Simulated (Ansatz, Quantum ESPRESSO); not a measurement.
# Conductance against width: vacuum gaps between two Li(100) faces, part 3 of 5

Aim: how the conductance falls as the barrier grows, for vacuum gaps between two Li(100) faces.

Quantum ESPRESSO 7.5; plane-wave DFT, LDA, GBRV ultrasoft pseudopotentials; cross-check by Ansatz 0.2.0 with PAW datasets.

So far. Step 2 (Ground state, 5 Å): The run needed 24 iterations to bring the estimated error under 1e-07 Ry; the largest force on any atom, held or free, is 0.12 eV/Å.

### Step 4. The same in Ansatz, 5 Å

As a check, the same structure is run in Ansatz.

Level of this step: plane-wave DFT, LDA, Ansatz PAW (Ansatz 0.2.0).

input.yaml

```yaml
crystal:
  lattice:
    - [3.44, 0.0, 0.0]
    - [0.0, 3.44, 0.0]
    - [0.0, 0.0, 30.8]
  atoms:
    - { symbol: Li, position: [0.0, 0.0, 0.0] }
    - { symbol: Li, position: [0.5, 0.5, 0.0558441558] }
    - { symbol: Li, position: [0.0, 0.0, 0.1116883117] }
    - { symbol: Li, position: [0.5, 0.5, 0.1675324675] }
    - { symbol: Li, position: [0.0, 0.0, 0.2233766234] }
    - { symbol: Li, position: [0.5, 0.5, 0.2792207792] }
    - { symbol: Li, position: [0.0, 0.0, 0.3350649351] }
    - { symbol: Li, position: [0.5, 0.5, 0.3909090909] }
    - { symbol: Li, position: [0.0, 0.0, 0.5532467532] }
    - { symbol: Li, position: [0.5, 0.5, 0.6090909091] }
    - { symbol: Li, position: [0.0, 0.0, 0.6649350649] }
    - { symbol: Li, position: [0.5, 0.5, 0.7207792208] }
    - { symbol: Li, position: [0.0, 0.0, 0.7766233766] }
    - { symbol: Li, position: [0.5, 0.5, 0.8324675325] }
    - { symbol: Li, position: [0.0, 0.0, 0.8883116883] }
    - { symbol: Li, position: [0.5, 0.5, 0.9441558442] }
kpoints:
  mp_grid: { grid: [7, 7, 1] }
hamiltonian:
  xc: lda
scf:
  occupations: { method: fermi_dirac, width: 0.1 }
  convergence: { dr2_threshold: 1.0e-08 }
output:
  transmission: { leads: [[0, 2]], e_range: [-0.4, 0.4], de: 0.4, kmesh: [8, 8] }
  write_potential: true
  write_density: true
  volumetric_format: npy
  elf: true
```

Run with:

```sh
$ ansatz run input.yaml --threads 4 --pin off --max-ram 8192MiB --backend cpu --events-out ev --progress --plain --runs-dir out
```

The program printed:

```text
Engine: ansatz 0.2.0, aarch64-unknown-linux-gnu
Pseudopotentials: kind: paw
Pseudopotential: Li, paw, valence charge 3, recommended cutoff 420 eV (normal), Li.paw.azcp
Functional definition: SPW92
  exchange = slater_x
  correlation = pw_c
Crystal: 16 atoms, lattice volume = 364.475 Å³
Basis set: ecut = 420 eV, 7099 PW (Γ)
Bands: 40, of which v1, the nominal top of the filled ones, is band 24 counted from 1 (23 counted from 0)
Symmetry: 16 space group operations
Space group: P4/nmm (ITA 129), of the structure as read, at distance tolerance 7.1e-5 Å
k-points: 10 of 49
Non-local potential: Li, projectors of the file, l = 0: 3, l = 1: 2, l = 2: 1
PAW form: soft (Blöchl's): semilocal exchange-correlation on the pseudo side does not see the compensation charge
PAW one-centre angular grid: Li, 110 points (default); XC on 64 Gauss nodes
Initial density: superposition of atomic densities (neutral atoms: chi_scale 0, normalization atom), corrected by the library's trained network
Initial wavefunctions: pseudopotential atomic-orbital guess
Functional: x = slater, c = lda
SCF iter   1: F=—  HF=-3225.616741 eV  |F-HF|=—  |Δ(HF+E_count)|=         —  Δρ=4.23e-3  dr2=6.31e-2  ethr=1.77e-3  ⟨swp⟩=11.1  Hψ=2436  notcnv=0  defer=10
preconditioner: auto → LDOS  [metal: Δε(μ)=0.031 eV  Ē_g=3.743 eV  σ=0.100 eV  W_gap=0.08  n_scr=46 (ndim 8)  ℏωp=7.8 eV  f_vac=0.042  D(μ)=8.88/eV (n_scr^D=64)  β→1.0]
SCF iter   2: F=—  HF=-3225.549388 eV  |F-HF|=—  |Δ(HF+E_count)|=   6.74e-2  Δρ=1.03e-3  dr2=7.00e-3  ethr=1.32e-4  ⟨swp⟩=2.1  Hψ=849  notcnv=0  defer=21
SCF iter   3: F=—  HF=-3225.545638 eV  |F-HF|=—  |Δ(HF+E_count)|=   3.75e-3  Δρ=1.86e-4  dr2=8.14e-4  ethr=1.46e-5  ⟨swp⟩=2.0  Hψ=538  notcnv=0  defer=21
SCF iter   4: F=—  HF=-3225.545654 eV  |F-HF|=—  |Δ(HF+E_count)|=   1.64e-5  Δρ=3.97e-5  dr2=5.90e-5  ethr=1.69e-6  ⟨swp⟩=1.0  Hψ=378  notcnv=0  defer=21
SCF iter   5: F=—  HF=-3225.545657 eV  |F-HF|=—  |Δ(HF+E_count)|=   2.59e-6  Δρ=1.36e-5  dr2=3.23e-6  ethr=1.23e-7  ⟨swp⟩=1.0  Hψ=378  notcnv=0  defer=21
SCF iter   6: F=—  HF=-3225.545685 eV  |F-HF|=—  |Δ(HF+E_count)|=   2.85e-5  Δρ=2.01e-6  dr2=6.30e-8  ethr=6.72e-9  ⟨swp⟩=2.0  Hψ=425  notcnv=0  defer=21
SCF iter   7: F=-3225.545685 eV  HF=-3225.545685 eV  |F-HF|=5.01e-9  |Δ(HF+E_count)|=   6.45e-9  Δρ=6.73e-7  dr2=8.01e-9  ethr=2.08e-11  ⟨swp⟩=9.2  Hψ=1172  notcnv=0
SCF 1 converged in 7 iterations: F = -3225.545685 eV  dr2 = 8.01e-9
  greatest PAW one-centre occupation: 1.000 electrons in one spin orbital (limit 2), on the Li atom at site 9 (counted from 0), in its partial waves of l = 0
transmission: 60 of 585 steps passed
transmission: 117 of 585 steps passed
[...]
transmission: 585 of 585 steps passed
SCF converged after 7 iterations
Free energy (F): -3225.545685 eV
Harris-Foulkes:  -3225.545685 eV  (|F-HF|=5.01e-9)
Internal energy: -3225.252270 eV  (E = F + TS)
E sigma→0 (E₀):  -3225.398977 eV
Entropy (-TS):   -0.293416 eV (-18.338 meV/atom)
Fermi energy:    0.542281 eV
--- Per-component energies (eV) ---
  E_band       = -1457.799458
  E_kinetic    = 336.925363
  E_local      = -3156.452997  (includes V_loc(G=0)·N_el)
  E_nonlocal   = -529.616541
  E_hartree    = 1137.798482
  E_xc         = -155.948342
  E_vxc        = -203.211205  (∫ρ·V_xc dr)
  E_paw        = -295.358466  (= ΣΔE_a)
  E_vpaw       = -181.038862  (= ΣTr[D̂ρ^β])
  E_aug_tail   = 0.000107  (compensation charges beyond the density's cutoff)
  E_ewald      = -562.599876
  E_smearing   = -0.293416  (= −TS)
  E_closure    = -0.000000  (closes the sum)
  Σ components = -3225.545685   (vs F -3225.545685, Δ=0.00e0)
--- Band table (eV; the first three rows and the last of 10) ---
  k-point 0: bands = [... 20 lower, -2.2002, -1.8020, -1.4550, -0.8629, -0.5415, 0.3285, 0.4901, 1.7166, ... 12 higher]
  k-point 1: bands = [... 20 lower, -2.0105, -1.6156, -1.2659, -0.6830, -0.3521, 0.4936, 0.6710, 1.8467, ... 12 higher]
  k-point 2: bands = [... 20 lower, -1.4427, -1.0615, -0.7113, -0.1685, 0.1736, 0.8946, 1.0937, 1.8380, ... 12 higher]
  k-point 9: bands = [... 20 lower, 0.9300, 1.0551, 1.1555, 1.2537, 1.5476, 1.5660, 1.9175, 1.9793, ... 12 higher]
--- Transmission ---
  basis      : 101 plane waves across, 39 finite elements along
  points     : 15, standing for a mesh of 8 x 8
  energies   : 3 from -0.400000 to 0.400000 eV about the Fermi level, 0.400000 eV apart; the leads are filled to 0.000000 eV, and channels, transmission and decay are at 0.000000 eV
  crystal 0  : Li2, at the sites [0, 2], period 3.4400 Å, over 27.52 Å; its Hamiltonian steps by up to 11.3 meV
    offset         : up to 0.0000 Å between an atom of the period and one for which it stands
    channels       : 1.203125e0 a spin
    conductance    : none, the energies end too early or step too widely for 300 K: set another output.transmission.e_range or a lower de, or, where they end at an eighth of basis.ecutwfc, a higher one
    slowest decay  : 0.2428 /Å at (0.5000, 0.5000)
  junction   : crystal 0 to crystal 0, -0.16 to 27.20 Å
    transmission   : 2.420659e-1 a spin
    conductance    : none, the energies end too early or step too widely for 300 K: set another output.transmission.e_range or a lower de, or, where they end at an eighth of basis.ecutwfc, a higher one
```

Wall time 12 s (4 threads of Arm Neoverse V2, shared host); peak memory 0.71 GiB; 39 s of CPU time.

Read from the output:

| Item | Value |
| --- | --- |
| free energy | -3225.5457 eV |
| energy at zero smearing | -3225.3990 eV |
| smearing term TS | 0.2934 eV |
| Fermi energy | 0.5423 eV |
| symmetry operations | 16 |
| transmission at the Fermi level, one spin | 0.2421 |
| step of the lead's Hamiltonian over a period | 11.3 meV |

Per spin; mean over the k mesh across the current. Transmission, zone mean against energy, zero at the Fermi level:

| energy (eV) | transmission, zone mean |
| --- | --- |
| -0.400 | 0.162 |
| 0.000 | 0.242 |
| 0.400 | 0.354 |

Per spin; mean over the k mesh across the current. Table of open channels, zone mean by energy, zero at the Fermi level:

| energy (eV) | open channels, zone mean |
| --- | --- |
| -0.400 | 1.08 |
| 0.000 | 1.20 |
| 0.400 | 1.36 |

Valence density in the ca plane at fractional y = 0.000, with atoms of Li within 0.2 Å of it. It is the smooth field of the valence electrons, not physical close to the nuclei.

Values in e/Å³, 5 rows by 16 columns, each cell a mean:
```
0.1 0.1 0.8 0.9 0.0 0.0 0.0 0.0 0.0 1.5 0.3 0.1 0.4 1.3 0.1 0.1
0.1 0.1 0.1 0.1 0.0 0.0 0.0 0.0 0.0 0.0 0.1 0.1 0.1 0.1 0.1 0.1
0.1 0.1 0.1 0.1 0.0 0.0 0.0 0.0 0.0 0.0 0.1 0.1 0.1 0.1 0.1 0.1
0.1 0.1 0.1 0.1 0.0 0.0 0.0 0.0 0.0 0.1 0.1 0.1 0.1 0.1 0.1 0.1
0.1 0.1 1.5 1.8 0.0 0.0 0.0 0.0 0.0 2.8 0.4 0.1 0.7 2.6 0.1 0.1
```
Columns run along c (16.0 Å, from fractional 0.24 to 0.76 of the cell), rows up along a (3.4 Å). Atoms in or near the plane, at fractional coordinates: Li at (0.34, 0.00), Li at (0.55, 0.00), Li at (0.66, 0.00).

ELF in the ca plane at fractional y = 0.000, with atoms of Li within 0.2 Å of it. It is the smooth field of the valence electrons, not physical close to the nuclei.

Values in units of 1e-1, 5 rows by 16 columns, each cell a mean:
```
2.5 5.7 2.7 2.9 5.6 5.9 2.3 1.0 0.8 4.6 2.5 6.2 2.2 3.7 4.5 3.3
5.2 6.4 3.6 4.0 7.2 6.2 2.3 1.1 3.1 2.9 5.6 6.4 4.2 3.2 6.1 5.8
6.4 6.4 6.0 6.7 7.6 6.2 2.3 1.1 4.3 6.9 7.4 6.4 6.1 6.2 6.4 6.4
4.3 6.3 2.3 2.5 6.9 6.1 2.3 1.1 2.3 1.5 4.2 6.4 3.0 1.9 5.8 5.1
2.4 5.4 3.9 4.2 5.2 5.9 2.3 1.0 0.6 6.8 2.7 6.0 2.9 5.5 4.2 2.9
```
Columns run along c (16.0 Å, from fractional 0.24 to 0.76 of the cell), rows up along a (3.4 Å). Atoms in or near the plane, at fractional coordinates: Li at (0.34, 0.00), Li at (0.55, 0.00), Li at (0.66, 0.00).

Ansatz finds T = 0.242 against pwcond's 0.242.

### Step 5. Ground state, 6 Å

Level of this step: plane-wave DFT, LDA, GBRV ultrasoft pseudopotentials (Quantum ESPRESSO 7.5).

j1.scf.in

```
&control
  prefix = 'j1.scf'
  outdir = './out'
  pseudo_dir = './pseudo'
  calculation = 'scf'
  tprnfor = .true.
/
&system
  ibrav = 0
  nat = 16
  ntyp = 1
  ecutwfc = 40
  ecutrho = 200
  occupations = 'smearing'
  smearing = 'mv'
  degauss = 0.01
/
&electrons
  conv_thr = 1e-07
  mixing_beta = 0.25
  electron_maxstep = 120
  mixing_mode = 'local-TF'
/
ATOMIC_SPECIES
  Li  6.9400  li_lda_v1.4.uspp.F.UPF
CELL_PARAMETERS angstrom
  3.44000000000000 0.00000000000000 0.00000000000000
  0.00000000000000 3.44000000000000 0.00000000000000
  0.00000000000000 0.00000000000000 31.80000000000000
ATOMIC_POSITIONS crystal
  Li  0.000000000000 0.000000000000 0.000000000000
  Li  0.500000000000 0.500000000000 0.054088050314
  Li  0.000000000000 0.000000000000 0.108176100629
  Li  0.500000000000 0.500000000000 0.162264150943
  Li  0.000000000000 0.000000000000 0.216352201258
  Li  0.500000000000 0.500000000000 0.270440251572
  Li  0.000000000000 0.000000000000 0.324528301887
  Li  0.500000000000 0.500000000000 0.378616352201
  Li  0.000000000000 0.000000000000 0.567295597484
  Li  0.500000000000 0.500000000000 0.621383647799
  Li  0.000000000000 0.000000000000 0.675471698113
  Li  0.500000000000 0.500000000000 0.729559748428
  Li  0.000000000000 0.000000000000 0.783647798742
  Li  0.500000000000 0.500000000000 0.837735849057
  Li  0.000000000000 0.000000000000 0.891823899371
  Li  0.500000000000 0.500000000000 0.945911949686
K_POINTS automatic
  7 7 1 0 0 0
```

Run with:

```sh
$ OMP_NUM_THREADS=1 mpirun -n 4 pw.x -nk 2 -in j1.scf.in > j1.scf.out
```

The program printed:

```text
[banner, memory and clock lines left out]
Program PWSCF v.7.5 starts
[...]
Message from routine setup:
[...]
number of electrons       =        48.00
     number of Kohn-Sham states=           29
     kinetic-energy cutoff     =      40.0000  Ry
     charge density cutoff     =     200.0000  Ry
[...]
number of k points=    10  Marzari-Vanderbilt smearing, width (Ry)=  0.0100
[...]
Dense  grid:   121487 G-vectors     FFT dimensions: (  30,  30, 288)
[...]
Starting wfcs are   80 randomized atomic wfcs
[...]
estimated scf accuracy    <       3.17752490 Ry
[...]
estimated scf accuracy    <       2.11628414 Ry
[...]
estimated scf accuracy    <       0.14870688 Ry
[...]
estimated scf accuracy    <       0.09343752 Ry
[...]
estimated scf accuracy    <       0.01144658 Ry
[...]
estimated scf accuracy    <       0.10315486 Ry
[...]
estimated scf accuracy    <       0.07025893 Ry
[...]
estimated scf accuracy    <       0.04521353 Ry
[...]
estimated scf accuracy    <       0.02904097 Ry
[...]
estimated scf accuracy    <       0.00908122 Ry
[...]
estimated scf accuracy    <       0.00024429 Ry
[...]
estimated scf accuracy    <       0.00079059 Ry
[...]
estimated scf accuracy    <       0.00095986 Ry
[...]
estimated scf accuracy    <       0.00208542 Ry
[...]
estimated scf accuracy    <       0.00281700 Ry
[...]
estimated scf accuracy    <       0.00303866 Ry
[...]
estimated scf accuracy    <       0.00275895 Ry
[...]
estimated scf accuracy    <       0.00152439 Ry
[...]
estimated scf accuracy    <       0.00019538 Ry
[...]
estimated scf accuracy    <       0.00007971 Ry
[...]
estimated scf accuracy    <       0.00000913 Ry
[...]
estimated scf accuracy    <       0.00000110 Ry
[...]
estimated scf accuracy    <       0.00000026 Ry
[...]
estimated scf accuracy    <       0.00000021 Ry
[...]
estimated scf accuracy    <       0.00000012 Ry
[...]
estimated scf accuracy    <       0.00000042 Ry
[...]
the Fermi energy is     0.3560 ev
!    total energy              =    -228.65219012 Ry
     estimated scf accuracy    <       0.00000002 Ry
     smearing contrib. (-TS)   =       0.00044630 Ry
     internal energy E=F+TS    =    -228.65263642 Ry
[...]
one-electron contribution =    -281.48151557 Ry
     hartree contribution      =     120.08331225 Ry
     xc contribution           =     -50.69593059 Ry
     ewald contribution        =     -16.55850251 Ry
     convergence has been achieved in  27 iterations
[...]
Total force =     0.006597     Total SCF correction =     0.000208
[...]
```

It took 38 s on 4 MPI ranks; peak memory 0.47 GiB.

Read from the output:

* free energy: -3110.9715 eV
* Fermi energy: 0.356 eV

### Step 6. Transmission with pwcond.x, 6 Å

j1.cond.in

```
&inputcond
  outdir = './out'
  prefixt = 'j1.scf'
  tran_file = 'j1.cond.dat'
  bdl = 2.0000000000
  bds = 9.2441860465
  ikind = 1
  ewind = 4.0
  epsproj = 1e-05
  nz1 = 7
  energy0 = 0.4
  denergy = -0.4
/
15
  0.00000000 0.00000000 0.01562500
  0.00000000 0.12500000 0.06250000
  0.00000000 0.25000000 0.06250000
  0.00000000 0.37500000 0.06250000
  0.00000000 0.50000000 0.03125000
  0.12500000 0.12500000 0.06250000
  0.12500000 0.25000000 0.12500000
  0.12500000 0.37500000 0.12500000
  0.12500000 0.50000000 0.06250000
  0.25000000 0.25000000 0.06250000
  0.25000000 0.37500000 0.12500000
  0.25000000 0.50000000 0.06250000
  0.37500000 0.37500000 0.06250000
  0.37500000 0.50000000 0.06250000
  0.50000000 0.50000000 0.01562500
3
```

Run with:

```sh
$ OMP_NUM_THREADS=1 mpirun -n 4 pwcond.x -in j1.cond.in > j1.cond.out
```

The program printed:

```text
[banner, memory and clock lines left out]
Program PWCOND v.7.5 starts
[citation notice left out]

[...]
./out/j1.scf.save/

     IMPORTANT: XC functional enforced from input :
     Exchange-correlation= PZ
                           (   1   1   0   0   0   0   0)
     Any further DFT definition will be discarded
     Please, verify this is what you really want

     Reading collected, re-writing distributed wavefunctions

===== INPUT FILE containing all the regions =====

     GEOMETRY:

     lattice parameter (alat)  =       6.5007  a.u.
[...]
Nchannels of the left tip =            0
 Right moving states:
   k1(2pi/a)   k2(2pi/a)   E-Ef (eV)
 Left moving states:
   k1(2pi/a)   k2(2pi/a)   E-Ef (eV)

 to transmit
          E-Ef(ev), T =    0.0000000   0.0000000
---  E-Ef =   -0.4000000  k =    0.5000000   0.5000000
---  ie =          3  ik =         15
 Nchannels of the left tip =            0
 Right moving states:
   k1(2pi/a)   k2(2pi/a)   E-Ef (eV)
 Left moving states:
   k1(2pi/a)   k2(2pi/a)   E-Ef (eV)

 to transmit
          E-Ef(ev), T =   -0.4000000   0.0000000
   T_tot     0.40000      0.30495E+00
   T_tot     0.00000      0.17744E+00
   T_tot    -0.40000      0.96209E-01

[...]
```

It took 22 s on 4 MPI ranks; peak memory 0.23 GiB.

Numbers from this step:

| Quantity | Value |
| --- | --- |
| transmission at the Fermi level, one spin | 0.08872 |
| conductance | 0.08872 G₀ |

Per spin; mean over the k mesh across the current. The transmission, zone mean by energy, zero at the Fermi level:

| energy (eV) | transmission, zone mean |
| --- | --- |
| -0.400 | 0.0481 |
| 0.000 | 0.0887 |
| 0.400 | 0.152 |

T goes from 0.242 to 0.0887, a factor of 2.7.

### Step 7. The same in Ansatz, 6 Å

Level of this step: plane-wave DFT, LDA, Ansatz PAW (Ansatz 0.2.0).

input.yaml

```yaml
crystal:
  lattice:
    - [3.44, 0.0, 0.0]
    - [0.0, 3.44, 0.0]
    - [0.0, 0.0, 31.8]
  atoms:
    - { symbol: Li, position: [0.0, 0.0, 0.0] }
    - { symbol: Li, position: [0.5, 0.5, 0.0540880503] }
    - { symbol: Li, position: [0.0, 0.0, 0.1081761006] }
    - { symbol: Li, position: [0.5, 0.5, 0.1622641509] }
    - { symbol: Li, position: [0.0, 0.0, 0.2163522013] }
    - { symbol: Li, position: [0.5, 0.5, 0.2704402516] }
    - { symbol: Li, position: [0.0, 0.0, 0.3245283019] }
    - { symbol: Li, position: [0.5, 0.5, 0.3786163522] }
    - { symbol: Li, position: [0.0, 0.0, 0.5672955975] }
    - { symbol: Li, position: [0.5, 0.5, 0.6213836478] }
    - { symbol: Li, position: [0.0, 0.0, 0.6754716981] }
    - { symbol: Li, position: [0.5, 0.5, 0.7295597484] }
    - { symbol: Li, position: [0.0, 0.0, 0.7836477987] }
    - { symbol: Li, position: [0.5, 0.5, 0.8377358491] }
    - { symbol: Li, position: [0.0, 0.0, 0.8918238994] }
    - { symbol: Li, position: [0.5, 0.5, 0.9459119497] }
kpoints:
  mp_grid: { grid: [7, 7, 1] }
hamiltonian:
  xc: lda
scf:
  occupations: { method: fermi_dirac, width: 0.1 }
  convergence: { dr2_threshold: 1.0e-08 }
output:
  transmission: { leads: [[0, 2]], e_range: [-0.4, 0.4], de: 0.4, kmesh: [8, 8] }
  write_potential: true
  write_density: true
  volumetric_format: npy
```

Run with:

```sh
$ ansatz run input.yaml --threads 4 --pin off --max-ram 8192MiB --backend cpu --events-out ev --progress --plain --runs-dir out
```

The program printed:

```text
[...]
Crystal: 16 atoms, lattice volume = 376.308 Å³
Basis set: ecut = 420 eV, 7351 PW (Γ)
Bands: 40, of which v1, the nominal top of the filled ones, is band 24 counted from 1 (23 counted from 0)
Symmetry: 16 space group operations
[...]
k-points: 10 of 49
[...]
k-point 9: bands = [... 20 lower, 0.8274, 0.9509, 1.0565, 1.1517, 1.4398, 1.4528, 1.8177, 1.8860, ... 12 higher]
--- Transmission ---
  basis      : 101 plane waves across, 40 finite elements along
  points     : 15, standing for a mesh of 8 x 8
[...]
channels       : 1.203125e0 a spin
[...]
slowest decay  : 0.2449 /Å at (0.5000, 0.5000)
  junction   : crystal 0 to crystal 0, -0.16 to 28.20 Å
    transmission   : 8.893241e-2 a spin
[...]
[key lines of the parts left out:]
SCF converged after 7 iterations
Free energy (F): -3225.493959 eV
Fermi energy:    0.435804 eV
```

The job ended after 12 s (4 threads; peak memory 0.75 GiB; 41 s of CPU time).

Read from the output:

* free energy: -3225.4940 eV
* energy at zero smearing: -3225.3452 eV
* smearing term TS: 0.2974 eV
* Fermi energy: 0.4358 eV
* transmission at the Fermi level, one spin: 0.08893
* step of the lead's Hamiltonian over a period: 11.6 meV

Per spin; mean over the k mesh across the current. Table of transmission, zone mean by energy, zero at the Fermi level:

| energy (eV) | transmission, zone mean |
| --- | --- |
| -0.400 | 0.0484 |
| 0.000 | 0.0889 |
| 0.400 | 0.152 |

Ansatz finds T = 0.0889 against pwcond's 0.0887.

[end of part 3 of 5]

[Logs are printed without paths, hosts, clocks, repeated set-up lines and the standing remarks that a program may print on its own settings, such as how far it seeks lower states.]

[Hosts, paths, dates, database ids (printed as entryN), source tags and the programs' standing remarks are cut or masked in the printed files.]

[Maps of the electrostatic potential energy from Ansatz leave out the sawtooth potential of an applied field or a dipole correction, so their vacuum need not be flat; planar profiles and work functions include it.]
